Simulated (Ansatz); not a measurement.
# Li4In, from a guessed structure to a relaxed one

This structure for Li4In is made up. Its elements were placed in a known structure type with a cell scaled to their sizes. What cell does the guess relax to, and how far off was it?

Calculated with Ansatz 0.2.0; DFT, PBEsol, plane-wave PAW, files of the set soft_1, scalar-relativistic, no spin, cell and ions relaxed at zero pressure; PAW set soft_1, in the first sound run; inputs show where later runs differ.

## 1. Set-up

Symmetry: R-3m, No. 166, trigonal system. Conventional cell: a = 3.050 Å, b = 3.050 Å, c = 36.665 Å, α = 90.00°, β = 90.00°, γ = 120.00°. Nearest to In lie 6 In at 3.05 Å and 6 Li at 3.09 Å. Nearest to Li lie 9 Li at 2.98 to 3.05 Å and 3 In at 3.09 Å. Nearest to Li lie 12 Li at 2.92 to 3.05 Å. Farther neighbours are not listed.

## 2. Relaxing cell and atoms

The guessed cell has no reason to be at equilibrium. It is relaxed with the atoms, within the space group of the guess.

Contents of input.yaml:

```yaml
crystal:
  lattice:
    - [1.525, 0.880459161, 12.221666667]
    - [-1.525, 0.880459161, 12.221666667]
    - [0.0, -1.760918321, 12.221666667]
  atoms:
    - { symbol: In, position: [0.0, 0.0, 0.0] }
    - { symbol: Li, position: [0.402666667, 0.402666667, 0.402666667] }
    - { symbol: Li, position: [0.8015, 0.8015, 0.8015] }
    - { symbol: Li, position: [0.1985, 0.1985, 0.1985] }
    - { symbol: Li, position: [0.597333333, 0.597333333, 0.597333333] }
kpoints:
  mp_grid: { grid: [10, 10, 10] }
scf:
  occupations: { method: fermi_dirac, width: 0.05 }
hamiltonian:
  xc: pbesol
  pseudopotentials: { kind: paw, azcp: { folder: soft_1 }, xc_functional: pbe }
relax:
  f_tol: 0.015
  max_steps: 70
  cell: {}
output:
  forces: true
  stress: true
```

Command:

```sh
> ansatz run input.yaml --threads 4 --pin off --max-ram 8192MiB --backend cpu --events-out ev --progress --plain --runs-dir out
```

Numbers of over 12 decimals in the logs are rounded to 6 here.

What it wrote:

```text
basis.fft_grid_basis auto: the FFT boxes are laid along the combinations [[1, 0, -1], [0, 1, -1], [0, 0, 1]] of the cell's own vectors, 3.050, 3.050 and 12.348 Å long. The dense box has 24×24×90 points. Along the cell's own vectors, as sized, it would have 90×90×90, 14.06 times as many. Of the 12 symmetry operations that the crystal satisfies within crystal.symmetry.tolerance (time reversal apart; of a slab, those th [...]
Engine: ansatz 0.2.0, aarch64-unknown-linux-gnu
Pseudopotentials: kind: paw
Pseudopotential: In, paw, valence charge 13, recommended cutoff 420 eV (normal), soft_1/In.paw.azcp
Pseudopotential: Li, paw, valence charge 3, recommended cutoff 420 eV (normal), soft_1/Li.paw.azcp
Functional definition: PBEsol
  exchange = pbesol_x
  correlation = pbesol_c
Crystal: 5 atoms, lattice volume = 98.460 Å³
Basis set: ecut = 420 eV, 1901 PW (Γ), FFT grids on a1−a3, a2−a3, a3, exchange–correlation on 48×48×180 points (8 copies of the dense FFT grid, shifted against one another)
Bands: 18, of which v1, the nominal top of the filled ones, is band 13 counted from 1 (12 counted from 0)
Symmetry: 12 space group operations
Space group: R-3m (ITA 166), of the structure as read, at distance tolerance 4.6e-5 Å
k-points: 116 of 1000
Non-local potential: In, projectors of the file, l = 0: 2, l = 1: 2, l = 2: 2, l = 3: 1
Non-local potential: Li, projectors of the file, l = 0: 3, l = 1: 2, l = 2: 1
PAW form: soft (Blöchl's): semilocal exchange-correlation on the pseudo side does not see the compensation charge
PAW frozen core: In, regenerated for the run's functional, and the local potential with it (the file was generated under x = pbe(κ = 0.804, μ = 0.219515), c = pbe(β = 0.066725))
PAW one-centre angular grid: In, 590 points (default); XC on 64 Gauss nodes
PAW one-centre angular grid: Li, 110 points (default); XC on 64 Gauss nodes
Initial density: superposition of atomic densities (chi_scale 0.1, normalization cell, long waves of neutral atoms (reshape's long-wave potential 2.11 eV rms, cloud 2.70 Å wide))
Initial wavefunctions: pseudopotential atomic-orbital guess
Functional: x = pbesol(κ = 0.804, μ = 0.123457), c = pbesol(β = 0.046)
SCF iter   1: F=—  HF=-6339.685298 eV  |F-HF|=—  |Δ(HF+E_count)|=         —  Δρ=3.43e-2  dr2=1.81e1  ethr=3.10e-3  ⟨swp⟩=6.6  Hψ=10795  notcnv=0
preconditioner: auto → none  [metal: Δε(μ)=0.008 eV  Ē_g=10.521 eV  σ=0.050 eV  W_gap=0.04  n_scr=8 (ndim 8)  ℏωp=15.4 eV  f_vac=0.000  D(μ)=2.53/eV (n_scr^D=8)  sad-step TF]
SCF iter   2: F=—  HF=-6338.934344 eV  |F-HF|=—  |Δ(HF+E_count)|=   7.51e-1  Δρ=2.66e-2  dr2=1.16e1  ethr=3.10e-3  ⟨swp⟩=3.0  Hψ=4229  notcnv=0  defer=27
SCF iter   3: F=—  HF=-6338.369852 eV  |F-HF|=—  |Δ(HF+E_count)|=   5.64e-1  Δρ=1.91e-2  dr2=8.38e0  ethr=3.10e-3  ⟨swp⟩=4.6  Hψ=6600  notcnv=0  defer=31
SCF iter   4: F=—  HF=-6337.801274 eV  |F-HF|=—  |Δ(HF+E_count)|=   5.69e-1  Δρ=7.39e-3  dr2=4.12e-1  ethr=3.10e-3  ⟨swp⟩=3.9  Hψ=4725  notcnv=0  defer=22
SCF iter   5: F=—  HF=-6337.763655 eV  |F-HF|=—  |Δ(HF+E_count)|=   3.76e-2  Δρ=4.10e-3  dr2=8.31e-3  ethr=1.65e-3  ⟨swp⟩=1.8  Hψ=2953  notcnv=0  defer=20
SCF iter   6: F=—  HF=-6337.765043 eV  |F-HF|=—  |Δ(HF+E_count)|=   1.39e-3  Δρ=1.83e-3  dr2=1.96e-3  ethr=3.32e-5  ⟨swp⟩=1.5  Hψ=2322  notcnv=0  defer=22
SCF iter   7: F=—  HF=-6337.765384 eV  |F-HF|=—  |Δ(HF+E_count)|=   3.41e-4  Δρ=4.24e-4  dr2=1.49e-4  ethr=7.84e-6  ⟨swp⟩=1.4  Hψ=2390  notcnv=0  defer=21
SCF iter   8: F=—  HF=-6337.765398 eV  |F-HF|=—  |Δ(HF+E_count)|=   1.43e-5  Δρ=5.21e-5  dr2=2.72e-6  ethr=5.95e-7  ⟨swp⟩=2.1  Hψ=2472  notcnv=0  defer=21
SCF iter   9: F=—  HF=-6337.765402 eV  |F-HF|=—  |Δ(HF+E_count)|=   4.28e-6  Δρ=6.34e-6  dr2=6.40e-8  ethr=4.00e-10  ⟨swp⟩=4.0  Hψ=7555  notcnv=0
SCF iter  10: F=-6337.765402 eV  HF=-6337.765402 eV  |F-HF|=7.54e-10  |Δ(HF+E_count)|=  1.93e-10  Δρ=7.80e-7  dr2=1.26e-9  ethr=2.56e-10  ⟨swp⟩=2.7  Hψ=6273  notcnv=0
SCF 1 converged in 10 iterations: F = -6337.765402 eV  dr2 = 1.26e-9
  greatest PAW one-centre occupation: 1.000 electrons in one spin orbital (limit 2), on the Li atom at site 3 (counted from 0), in its partial waves of l = 0
relax step   1: F+E_penalty+E_count = -6337.76540220 eV  Δ(F+E_penalty+E_count) = +0.000e0 eV  max|allowed force component| = 2.338e-1 eV/Å  Δτ_max = 0.0000 Å  P = +1.009 GPa  Ω = 98.460 Å³  (10 SCF iters, dr2 threshold 1.00e-7 eV, accepted)
Crystal: 5 atoms, lattice volume = 101.806 Å³
Basis set: ecut = 420 eV, 1967 PW (Γ), FFT grids on a1−a3, a2−a3, a3, exchange–correlation on 48×48×180 points (8 copies of the dense FFT grid, shifted against one another)
Initial density: handed on by an earlier stage of this run
Initial wavefunctions: those handed on with the density
SCF iter   1: F=—  HF=-6338.226372 eV  |F-HF|=—  |Δ(HF+E_count)|=         —  Δρ=1.28e-2  dr2=4.84e0  ethr=3.10e-3  ⟨swp⟩=7.0  Hψ=11570  notcnv=0
preconditioner: auto → none  [metal: Δε(μ)=0.053 eV  Ē_g=5.976 eV  σ=0.050 eV  W_gap=0.25  n_scr=8 (ndim 8)  ℏωp=9.7 eV  f_vac=0.000  D(μ)=1.54/eV (n_scr^D=6)]
SCF iter   2: F=—  HF=-6349.188570 eV  |F-HF|=—  |Δ(HF+E_count)|=    1.10e1  Δρ=6.23e-2  dr2=1.30e2  ethr=3.10e-3  ⟨swp⟩=4.5  Hψ=6324  notcnv=0  defer=22  recentre
SCF iter   3: F=—  HF=-6337.846165 eV  |F-HF|=—  |Δ(HF+E_count)|=    1.13e1  Δρ=3.07e-3  dr2=1.16e-1  ethr=3.10e-3  ⟨swp⟩=3.9  Hψ=5274  notcnv=0  defer=12
SCF iter   4: F=—  HF=-6337.839155 eV  |F-HF|=—  |Δ(HF+E_count)|=   7.01e-3  Δρ=1.60e-3  dr2=2.24e-3  ethr=4.63e-4  ⟨swp⟩=1.5  Hψ=3090  notcnv=0  defer=3
SCF iter   5: F=—  HF=-6337.839914 eV  |F-HF|=—  |Δ(HF+E_count)|=   7.59e-4  Δρ=6.17e-4  dr2=4.90e-3  ethr=8.95e-6  ⟨swp⟩=1.7  Hψ=2766  notcnv=0  defer=8
SCF iter   6: F=—  HF=-6337.840538 eV  |F-HF|=—  |Δ(HF+E_count)|=   6.24e-4  Δρ=7.40e-4  dr2=1.67e-2  ethr=8.95e-6  ⟨swp⟩=1.1  Hψ=2093  notcnv=0  defer=8  recentre
SCF iter   7: F=—  HF=-6337.840045 eV  |F-HF|=—  |Δ(HF+E_count)|=   4.93e-4  Δρ=4.16e-4  dr2=5.28e-3  ethr=8.95e-6  ⟨swp⟩=1.2  Hψ=2109  notcnv=0  defer=8
SCF iter   8: F=—  HF=-6337.839819 eV  |F-HF|=—  |Δ(HF+E_count)|=   2.26e-4  Δρ=5.44e-5  dr2=6.43e-5  ethr=8.95e-6  ⟨swp⟩=1.0  Hψ=2087  notcnv=0  defer=8
SCF iter   9: F=—  HF=-6337.839818 eV  |F-HF|=—  |Δ(HF+E_count)|=   8.92e-7  Δρ=2.07e-5  dr2=8.25e-6  ethr=2.57e-7  ⟨swp⟩=1.0  Hψ=2085  notcnv=0  defer=9
SCF iter  10: F=-6337.839818 eV  HF=-6337.839818 eV  |F-HF|=9.00e-10  |Δ(HF+E_count)|=   2.78e-7  Δρ=1.91e-6  dr2=6.31e-9  ethr=2.00e-9  ⟨swp⟩=3.0  Hψ=6422  notcnv=0
SCF 2 converged in 10 iterations: F = -6337.839818 eV  dr2 = 6.31e-9
  greatest PAW one-centre occupation: 1.000 electrons in one spin orbital (limit 2), on the Li atom at site 4 (counted from 0), in its partial waves of l = 0
relax step   2: F+E_penalty+E_count = -6337.83981813 eV  Δ(F+E_penalty+E_count) = -7.442e-2 eV  max|allowed force component| = 3.357e-2 eV/Å  Δτ_max = 0.1949 Å  P = +0.510 GPa  Ω = 101.806 Å³  energy of the carried Pulay correction = -1.385e-4 eV  (10 SCF iters, dr2 threshold 5.00e-7 eV, accepted)
Crystal: 5 atoms, lattice volume = 103.696 Å³
Basis set: ecut = 420 eV, 2021 PW (Γ), FFT grids on a1−a3, a2−a3, a3, exchange–correlation on 48×48×180 points (8 copies of the dense FFT grid, shifted against one another)
iter 1 solved again at ethr=2.78e-4 eV; its pass at ethr=3.10e-3 eV (dr2=6.96e-2 eV) is discarded
SCF iter   1: F=—  HF=-6337.846820 eV  |F-HF|=—  |Δ(HF+E_count)|=         —  Δρ=1.60e-3  dr2=7.05e-2  ethr=2.78e-4  ⟨swp⟩=1.0  Hψ=12168  notcnv=0
preconditioner: auto → none  [metal: Δε(μ)=0.037 eV  Ē_g=12.718 eV  σ=0.050 eV  W_gap=0.18  n_scr=8 (ndim 8)  ℏωp=15.0 eV  f_vac=0.000  D(μ)=2.61/eV (n_scr^D=8)]
SCF iter   2: F=—  HF=-6337.878778 eV  |F-HF|=—  |Δ(HF+E_count)|=   3.20e-2  Δρ=4.29e-3  dr2=6.19e-1  ethr=2.78e-4  ⟨swp⟩=2.5  Hψ=2756  notcnv=0  recentre
SCF iter   3: F=—  HF=-6337.843538 eV  |F-HF|=—  |Δ(HF+E_count)|=   3.52e-2  Δρ=3.80e-4  dr2=5.97e-4  ethr=2.78e-4  ⟨swp⟩=1.9  Hψ=3041  notcnv=0  defer=1
SCF iter   4: F=—  HF=-6337.843450 eV  |F-HF|=—  |Δ(HF+E_count)|=   8.76e-5  Δρ=2.03e-4  dr2=1.36e-4  ethr=2.39e-6  ⟨swp⟩=1.0  Hψ=2168  notcnv=0  defer=1
SCF iter   5: F=—  HF=-6337.843439 eV  |F-HF|=—  |Δ(HF+E_count)|=   1.14e-5  Δρ=9.29e-5  dr2=5.15e-5  ethr=5.46e-7  ⟨swp⟩=1.1  Hψ=2092  notcnv=0  defer=1
SCF iter   6: F=—  HF=-6337.843439 eV  |F-HF|=—  |Δ(HF+E_count)|=   1.92e-7  Δρ=3.98e-5  dr2=4.31e-5  ethr=2.06e-7  ⟨swp⟩=1.1  Hψ=2093  notcnv=0  defer=1
SCF iter   7: F=—  HF=-6337.843437 eV  |F-HF|=—  |Δ(HF+E_count)|=   1.64e-6  Δρ=1.99e-5  dr2=9.66e-6  ethr=1.72e-7  ⟨swp⟩=1.0  Hψ=2083  notcnv=0  defer=1
SCF iter   8: F=—  HF=-6337.843437 eV  |F-HF|=—  |Δ(HF+E_count)|=   4.65e-7  Δρ=5.87e-6  dr2=8.87e-7  ethr=3.86e-8  ⟨swp⟩=1.0  Hψ=2083  notcnv=0  defer=1
SCF iter   9: F=-6337.843437 eV  HF=-6337.843437 eV  |F-HF|=1.25e-8  |Δ(HF+E_count)|=   4.45e-8  Δρ=6.74e-7  dr2=1.31e-8  ethr=2.00e-9  ⟨swp⟩=3.6  Hψ=5080  notcnv=0
SCF 3 converged in 9 iterations: F = -6337.843437 eV  dr2 = 1.31e-8
relax step   3: F+E_penalty+E_count = -6337.84343697 eV  Δ(F+E_penalty+E_count) = -3.619e-3 eV  max|allowed force component| = 1.341e-2 eV/Å  Δτ_max = 0.0128 Å  P = +0.048 GPa  Ω = 103.696 Å³  energy of the carried Pulay correction = -2.134e-4 eV  (9 SCF iters, dr2 threshold 5.00e-7 eV, accepted)
Crystal: 5 atoms, lattice volume = 104.043 Å³
iter 1 solved again at ethr=9.78e-5 eV; its pass at ethr=3.10e-3 eV (dr2=2.45e-2 eV) is discarded
SCF iter   1: F=—  HF=-6337.844739 eV  |F-HF|=—  |Δ(HF+E_count)|=         —  Δρ=9.01e-4  dr2=2.45e-2  ethr=9.78e-5  ⟨swp⟩=1.0  Hψ=11304  notcnv=0
preconditioner: auto → none  [metal: Δε(μ)=0.013 eV  Ē_g=12.678 eV  σ=0.050 eV  W_gap=0.06  n_scr=8 (ndim 8)  ℏωp=15.0 eV  f_vac=0.000  D(μ)=2.60/eV (n_scr^D=8)]
SCF iter   2: F=—  HF=-6337.856491 eV  |F-HF|=—  |Δ(HF+E_count)|=   1.18e-2  Δρ=2.72e-3  dr2=2.54e-1  ethr=9.78e-5  ⟨swp⟩=2.1  Hψ=2618  notcnv=0  recentre
SCF iter   3: F=—  HF=-6337.843634 eV  |F-HF|=—  |Δ(HF+E_count)|=   1.29e-2  Δρ=1.77e-4  dr2=6.64e-4  ethr=9.78e-5  ⟨swp⟩=1.7  Hψ=2780  notcnv=0
SCF iter   4: F=—  HF=-6337.843603 eV  |F-HF|=—  |Δ(HF+E_count)|=   3.13e-5  Δρ=7.49e-5  dr2=5.04e-6  ethr=2.65e-6  ⟨swp⟩=1.0  Hψ=2429  notcnv=0
SCF iter   5: F=—  HF=-6337.843608 eV  |F-HF|=—  |Δ(HF+E_count)|=   4.76e-6  Δρ=1.90e-5  dr2=7.77e-6  ethr=2.02e-8  ⟨swp⟩=2.1  Hψ=2525  notcnv=0
SCF iter   6: F=—  HF=-6337.843607 eV  |F-HF|=—  |Δ(HF+E_count)|=   3.13e-7  Δρ=3.12e-6  dr2=6.79e-8  ethr=2.02e-8  ⟨swp⟩=1.0  Hψ=2083  notcnv=0
SCF iter   7: F=-6337.843607 eV  HF=-6337.843607 eV  |F-HF|=2.18e-9  |Δ(HF+E_count)|=   1.49e-9  Δρ=7.45e-7  dr2=2.58e-9  ethr=3.19e-11  ⟨swp⟩=4.0  Hψ=6029  notcnv=0
SCF 4 converged in 7 iterations: F = -6337.843607 eV  dr2 = 2.58e-9
relax step   4: F+E_penalty+E_count = -6337.84360744 eV  Δ(F+E_penalty+E_count) = -1.705e-4 eV  max|allowed force component| = 1.009e-3 eV/Å  Δτ_max = 0.0087 Å  P = +0.005 GPa  Ω = 104.043 Å³  energy of the carried Pulay correction = -2.269e-4 eV  (7 SCF iters, dr2 threshold 7.96e-9 eV, accepted)
Initial wavefunctions: pseudopotential atomic-orbital guess (no wavefunctions were taken with the density)
iter 1 solved again at ethr=5.55e-7 eV; its pass at ethr=3.10e-3 eV (dr2=1.39e-4 eV) is discarded
SCF iter   1: F=—  HF=-6337.843960 eV  |F-HF|=—  |Δ(HF+E_count)|=         —  Δρ=1.97e-4  dr2=1.62e-6  ethr=5.55e-7  ⟨swp⟩=2.5  Hψ=15470  notcnv=0
preconditioner: auto → none  [metal: Δε(μ)=0.024 eV  Ē_g=12.657 eV  σ=0.050 eV  W_gap=0.12  n_scr=8 (ndim 8)  ℏωp=15.0 eV  f_vac=0.000  D(μ)=2.47/eV (n_scr^D=8)]
SCF iter   2: F=—  HF=-6337.843848 eV  |F-HF|=—  |Δ(HF+E_count)|=   1.13e-4  Δρ=9.95e-5  dr2=1.06e-5  ethr=6.48e-9  ⟨swp⟩=2.0  Hψ=3077  notcnv=0
SCF iter   3: F=—  HF=-6337.843830 eV  |F-HF|=—  |Δ(HF+E_count)|=   1.74e-5  Δρ=7.70e-5  dr2=2.47e-5  ethr=6.48e-9  ⟨swp⟩=1.4  Hψ=2135  notcnv=0  recentre
SCF iter   4: F=—  HF=-6337.843809 eV  |F-HF|=—  |Δ(HF+E_count)|=   2.09e-5  Δρ=1.83e-5  dr2=1.97e-8  ethr=6.48e-9  ⟨swp⟩=1.1  Hψ=2099  notcnv=0
SCF iter   5: F=—  HF=-6337.843808 eV  |F-HF|=—  |Δ(HF+E_count)|=   1.30e-6  Δρ=2.66e-6  dr2=1.56e-9  ethr=7.86e-11  ⟨swp⟩=2.8  Hψ=3524  notcnv=0
SCF iter   6: F=—  HF=-6337.843808 eV  |F-HF|=—  |Δ(HF+E_count)|=   2.28e-8  Δρ=5.63e-7  dr2=2.81e-10  ethr=6.24e-12  ⟨swp⟩=2.6  Hψ=3120  notcnv=0
SCF iter   7: F=—  HF=-6337.843808 eV  |F-HF|=—  |Δ(HF+E_count)|=  1.15e-10  Δρ=7.97e-8  dr2=7.12e-11  ethr=1.12e-12  ⟨swp⟩=1.7  Hψ=2508  notcnv=0
SCF iter   8: F=-6337.843808 eV  HF=-6337.843808 eV  |F-HF|=2.73e-12  |Δ(HF+E_count)|=  4.55e-12  Δρ=1.63e-8  dr2=2.97e-12  ethr=1.00e-12  ⟨swp⟩=3.1  Hψ=5496  notcnv=0
SCF 5 converged in 8 iterations: F = -6337.843808 eV  dr2 = 2.97e-12
relax step   5: F+E_penalty+E_count = -6337.84380799 eV  Δ(F+E_penalty+E_count) = -2.006e-4 eV  max|allowed force component| = 1.015e-3 eV/Å  Δτ_max = 0.0000 Å  P = +0.004 GPa  Ω = 104.043 Å³  stress off target by 2.03e-2 GPa  SCF on the basis re-selected at this cell (its energy is not comparable with the rows above)  (8 SCF iters)
basis re-selected at this cell: Δ(F+E_penalty+E_count) = -2.006e-4 eV, ΔP = -0.001 GPa vs the last step (what re-selecting the basis moved, of the pressure what is left beyond the Pulay correction that the steps carried, after the strain that the cell walked since its last selection, with what the two solves' SCF thresholds leave and, on support functions, any second-order correction that the steps lacked; it is no m [...]
SCF converged after 8 iterations
Free energy (F): -6337.843808 eV
Harris-Foulkes:  -6337.843808 eV  (|F-HF|=2.73e-12)
Internal energy: -6337.823375 eV  (E = F + TS)
E sigma→0 (E₀):  -6337.833591 eV
Entropy (-TS):   -0.020433 eV (-4.087 meV/atom)
Fermi energy:    3.357932 eV
--- Per-component energies (eV) ---
  E_band       = -445.189017
  E_kinetic    = 281.303057
  E_local      = -3144.661557  (includes V_loc(G=0)·N_el)
  E_nonlocal   = 248.935221
  E_hartree    = 1321.117951
  E_xc         = -175.693341
  E_vxc        = -133.600781  (∫ρ·V_xc dr)
  E_paw        = -4226.130038  (= ΣΔE_a)
  E_vpaw       = -339.402127  (= ΣTr[D̂ρ^β])
  E_aug_tail   = 0.001170  (compensation charges beyond the density's cutoff)
  E_ewald      = -642.931742
  E_core_change = 0.235903  (= ΣΔE_core)
  E_smearing   = -0.020433  (= −TS)
  E_closure    = 0.000000  (closes the sum)
  Σ components = -6337.843808   (vs F -6337.843808, Δ=0.00e0)
--- Forces (eV/Å), atoms counted from 1 ---
  atom   1  In     0.00000000     0.00000000     0.00000000
  atom   2  Li    -0.00000000    -0.00000000    -0.00081858
  atom   3  Li     0.00000000    -0.00000000    -0.00101453
  atom   4  Li    -0.00000000     0.00000000     0.00101453
  atom   5  Li     0.00000000     0.00000000     0.00081858
  max |Σ_I F_I| component: 2.89e-19 eV/Å
--- Stress (GPa, compression-positive) ---
       -0.004301      -0.000000      -0.000000
       -0.000000      -0.004301       0.000000
       -0.000000       0.000000       0.020286
  P = ⅓ Tr σ = 0.0039 GPa (0.039 kbar)
--- Relaxed structure (4 steps of the walk, 4 accepted, 1 SCFs on fresh bases) ---
  F+E_penalty+E_count = -6337.84380799 eV   max|allowed force component| = 1.015e-3 eV/Å   (the final SCF, on the basis selected at the relaxed cell)
  cell:  # Å, volume = 104.0427 Å³
    - [1.569754, 0.906298, 12.188717]
    - [-1.569754, 0.906298, 12.188717]
    - [1.205394426875188e-17, -1.812596, 12.188717]
  atoms:
    - { symbol: In, position: [0, 0, 0] }
    - { symbol: Li, position: [0.397465, 0.397465, 0.397465] }
    - { symbol: Li, position: [0.799057, 0.799057, 0.799057] }
    - { symbol: Li, position: [0.200943, 0.200943, 0.200943] }
    - { symbol: Li, position: [0.602535, 0.602535, 0.602535] }
```

Run time: 12 s. Hardware: 4 threads of Arm Neoverse V2, shared host; peak memory 0.51 GiB; 46 s of CPU time.

Step by step:

```csv
step,energy less that of the first step (eV),largest force component (eV/Å),pressure (GPa),volume (Å³)
1,0.0000,0.2338,1.01,98.46
2,-0.0744,0.0336,0.51,101.81
3,-0.0780,0.0134,0.05,103.70
4,-0.0782,0.0010,0.01,104.04
5*,-0.0784,0.0010,0.00,104.04
```

Relaxation steps marked * repeat the geometry before them on a plane-wave basis chosen anew for their cell, so energy and pressure can jump there.

The run keeps the 12 symmetry operations that it works with, so distortions that break them were not tested.

```csv
"conventional cell, symmetrised",before,after,change
a (Å),3.050,3.140,+2.9 %
b (Å),3.050,3.140,+2.9 %
c (Å),36.665,36.566,-0.3 %
volume (Å³/atom),19.69,20.81,+5.7 %
```

The atoms that moved most (Å, as changes of fractional coordinates times the final cell):

```csv
atom,dx,dy,dz,length
Li2,0.000,0.000,-0.190,0.190
Li5,0.000,0.000,0.190,0.190
Li4,0.000,0.000,0.089,0.089
Li3,0.000,0.000,-0.089,0.089
```

Final coordinates:

```cif
data_structure
_symmetry_space_group_name_H-M 'P 1'
_symmetry_Int_Tables_number 1
_cell_length_a 12.3228
_cell_length_b 12.3228
_cell_length_c 12.3228
_cell_angle_alpha 14.637
_cell_angle_beta 14.637
_cell_angle_gamma 14.637
_cell_volume 104.04
loop_
_atom_site_label
_atom_site_type_symbol
_atom_site_fract_x
_atom_site_fract_y
_atom_site_fract_z
_atom_site_occupancy
In1 In 0.00000 0.00000 0.00000 1
Li2 Li 0.39746 0.39746 0.39746 1
Li3 Li 0.79906 0.79906 0.79906 1
Li4 Li 0.20094 0.20094 0.20094 1
Li5 Li 0.60254 0.60254 0.60254 1
```

Numbers from this step:

| Property | Result |
| --- | --- |
| free energy | -6337.8438 eV |
| energy at zero smearing | -6337.8336 eV |
| smearing term TS | 0.02043 eV |
| Fermi energy | 3.358 eV |
| electrons | 25 |
| symmetry operations | 12 |
| pressure | 0.003895 GPa |

Shortest distances by pair of elements, guess and relaxed (not always the same contact):

```csv
pair,guess (Å),relaxed (Å)
In–Li,3.092,2.964
Li–Li,2.924,3.085
In–In,3.050,3.140
```

The relaxation ends with a largest force component of 0.0010 eV/Å and a pressure of 0.00 GPa.

[end of part 1 of 2]

[Logs are printed without paths, hosts, clocks, repeated set-up lines and the standing remarks that a program may print on its own settings, such as how far it seeks lower states.]

[Hosts, paths, dates, database ids (printed as entryN), source tags and the programs' standing remarks are cut or masked in the printed files.]
